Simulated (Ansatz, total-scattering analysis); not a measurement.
# From S(Q) to neighbour shells

The sample: aqueous CaCl2 (30 H2O, 2 Ca2+ and 4 Cl-; O 31.2, H 62.5, Ca 2.1, Cl 4.2 atom %) at 330 K, fixed volume (mean pressure -0.9 GPa), ρ₀ = 0.0955 Å⁻³. The data come from ab initio molecular dynamics with Ansatz (LDA, plane waves, PAW default files, Langevin thermostat, no spin, fixed volume, H with the mass of D). The average runs over 0.73 ps of 96 atoms, so shells between rare elements are rough. Mean temperature 338 K, largest m.s.d. 0.88 Å², energy drift -6 meV an atom (last third less first, no steady trend), Langevin friction 10 ps⁻¹; the first quarter of the run is discarded. Start: last frame of a classical run of this cell at the same density and temperature. So short a stretch relaxes bonds and nearest shells but still remembers its start. It is a liquid as far as so short a run tells. LDA overbinds hydrogen bonds, so O–O contacts come out short and the liquid too structured.

S(Q) is the Faber–Ziman total, Σ ci cj fi fj (Sij − 1)/⟨f⟩² + 1. Below 4 Å⁻¹ the partials are summed on the cell's own reciprocal vectors (from 0.63 Å⁻¹) and folded with a Gaussian of σ = 0.14 Å⁻¹; above it they are transforms of g(r) out to 6.8 Å, tapered over the last 40 %. The fold lowers sharp peaks, and with so few vectors their positions are good to about 0.1 Å⁻¹. X-rays take neutral-atom form factors, neutrons coherent lengths (O 5.8037, H 6.6681, Ca 4.7, Cl 9.5792 fm). Hydrogen is taken as deuterium. G(r) = 4πrρ₀[g(r) − 1] carries the resolution of a Lorch-windowed transform up to 20 Å⁻¹. The patterns are simulated, not measured. LDA overbinds hydrogen bonds, so O–O contacts come out short and the liquid too structured. The cell is small: beyond half the box only the part of each shell inside it is counted, and low-Q values rest on few vectors.

X-ray, Q (Å⁻¹) and value: 0.6 -0.67, 0.9 -0.34, 1.2 -0.17, 1.5 -0.10, 1.8 0.66, 2.1 1.00, 2.4 1.25, 2.7 1.36, 3.0 1.64, 3.3 1.34, 3.6 0.75, 3.9 0.62, 4.2 0.72, 4.5 0.92, 4.8 0.99, 5.1 0.99, 5.4 1.01, 5.7 1.03, 6.0 1.05, 6.3 1.08, 6.6 1.07, 6.9 0.98, 7.2 0.88, 7.5 0.87, 7.8 0.96, 8.1 1.06, 8.4 1.10, 8.7 1.10, 9.0 1.06, 9.3 1.00, 9.6 0.92, 9.9 0.90, 10.2 0.94, 10.5 1.02, 10.8 1.05, 11.1 1.04, 11.4 1.01, 11.7 1.00, 12.0 0.99

neutron, Q (Å⁻¹) and value: 0.6 0.34, 0.9 0.44, 1.2 0.60, 1.5 0.85, 1.8 1.54, 2.1 1.57, 2.4 1.23, 2.7 1.00, 3.0 0.86, 3.3 0.75, 3.6 0.84, 3.9 0.95, 4.2 0.93, 4.5 0.86, 4.8 0.82, 5.1 0.83, 5.4 0.84, 5.7 0.86, 6.0 0.92, 6.3 1.00, 6.6 1.05, 6.9 1.08, 7.2 1.08, 7.5 1.08, 7.8 1.10, 8.1 1.13, 8.4 1.15, 8.7 1.14, 9.0 1.11, 9.3 1.06, 9.6 0.99, 9.9 0.93, 10.2 0.90, 10.5 0.88, 10.8 0.86, 11.1 0.87, 11.4 0.89, 11.7 0.93, 12.0 0.97

G(r):

```tsv
r (Å)	X-ray	neutron
0.6	-0.42	-0.73
0.7	-0.41	-0.98
0.8	-0.36	-0.17
0.9	-0.32	1.78
1.0	-0.36	2.89
1.1	-0.51	1.74
1.2	-0.74	-0.47
1.3	-0.99	-1.55
1.4	-1.20	-1.08
1.5	-1.38	-0.19
1.6	-1.56	0.21
1.7	-1.72	-0.05
1.8	-1.87	-0.65
1.9	-2.09	-0.93
2.0	-2.22	-0.69
2.1	-1.78	-0.40
2.2	-0.52	-0.41
2.3	0.83	-0.61
2.4	1.38	-0.85
2.5	1.14	-1.02
2.6	0.63	-1.00
2.7	0.25	-0.81
2.8	0.30	-0.53
2.9	0.83	-0.18
3.0	1.38	0.20
3.1	1.32	0.44
3.2	0.65	0.50
3.3	-0.07	0.47
3.4	-0.53	0.44
3.5	-0.79	0.46
3.6	-0.79	0.54
3.7	-0.55	0.60
3.8	-0.29	0.58
3.9	-0.15	0.49
4.0	-0.01	0.36
4.1	0.27	0.24
4.2	0.59	0.16
4.3	0.67	0.08
4.4	0.43	-0.01
4.5	0.21	-0.08
4.6	0.33	-0.08
4.7	0.58	-0.02
4.8	0.56	0.05
4.9	0.30	0.10
5.0	0.12	0.11
5.1	-0.04	0.07
5.2	-0.39	0.01
5.3	-0.67	-0.03
5.4	-0.57	-0.05
5.5	-0.33	-0.08
5.6	-0.28	-0.16
5.7	-0.23	-0.28
5.8	0.00	-0.37
5.9	0.19	-0.41
6.0	0.22	-0.40
```

Q: Assign the low-r maxima. Which coordination numbers can be read off, and what are they?

Each pair enters with the weight ci cj fi fj (2 − δij)/⟨f⟩², taking f = Z for X-rays at Q = 0: H–H 0.02 / 0.41; O–H 0.17 / 0.36; O–O 0.35 / 0.08; O–Cl 0.20 / 0.03; O–Ca 0.12 / 0.01; H–Cl 0.05 / 0.08; Ca–Cl 0.03 / 0.00; H–Ca 0.03 / 0.02 (X-ray / neutron).

| radiation | maximum (Å) | G (Å⁻²) | pairs that make it (share of the curvature of G, each pair at the same resolution) |
| --- | --- | --- | --- |
| X-ray | 2.41 | 1.40 | O–Ca 98 % |
| X-ray | 3.04 | 1.46 | O–Cl 93 % |
| X-ray | 4.27 | 0.69 | O–Cl 55 %, Ca–Cl 30 % |
| neutron | 1.00 | 2.94 | O–H 100 % |
| neutron | 1.61 | 0.23 | H–H 87 %, O–H 13 % |
| neutron | 2.15 | -0.37 | H–H 70 %, H–Cl 30 % |
| neutron | 3.72 | 0.60 | H–H 78 %, H–Cl 16 % |

The first neutron peak is mostly one pair, so its area estimates the neighbours: ∫ r [G + 4πρ₀r] dr from 0.55 to 1.26 Å is 1.15, and times c(H)/weight = 0.625/0.360 gives 2.0 H around each O; the count from the coordinates is 2.00.

From the coordinates:

| pair | first peak (Å) | g there | first minimum (Å) | g there | neighbours | kind |
| --- | --- | --- | --- | --- | --- | --- |
| O–H | 1.00 | 26.9 | 1.26 | 0.07 | 2.0 H per O, 1.0 O per H | within molecules |
| H–H | 1.60 | 2.9 | 1.84 | 0.45 | 1.0 | within molecules |
| H–Cl | 2.05 | 3.2 | 2.90 | 0.39 | 0.3 Cl per H, 4.9 H per Cl | between molecules |
| O–Ca | 2.32 | 10.1 | 3.02 | 0.12 | 0.4 Ca per O, 6.4 O per Ca | between molecules |
| O–O | 2.62 | 3.0 | 3.60 | 0.82 | 5.2 | between molecules |
| O–Cl | 3.02 | 3.4 | 3.64 | 0.87 | 0.8 Cl per O, 5.7 O per Cl | between molecules |
| Ca–Cl | 4.71 | 3.6 | 5.42 | 0.11 | 3.0 Cl per Ca, 1.5 Ca per Cl | between molecules |

Distances within molecules give the sharpest pair functions, and with hydrogen they rule the neutron S(Q) at high Q: O–H 1.00 Å and H–H 1.60 Å (first peaks only). Between molecules or ions, shells with a clear end include O–Ca at 2.32 Å (0.4 Ca per O, 6.4 O per Ca). On the last frame 98 % of the H on O, N or F point at an acceptor of another molecule or at an anion within hydrogen-bond range (2.35 Å to O, N, F; 2.85 Å to Cl, Br, I).

[Logs are printed without paths, hosts, clocks, repeated set-up lines and the standing remarks that a program may print on its own settings, such as how far it seeks lower states.]
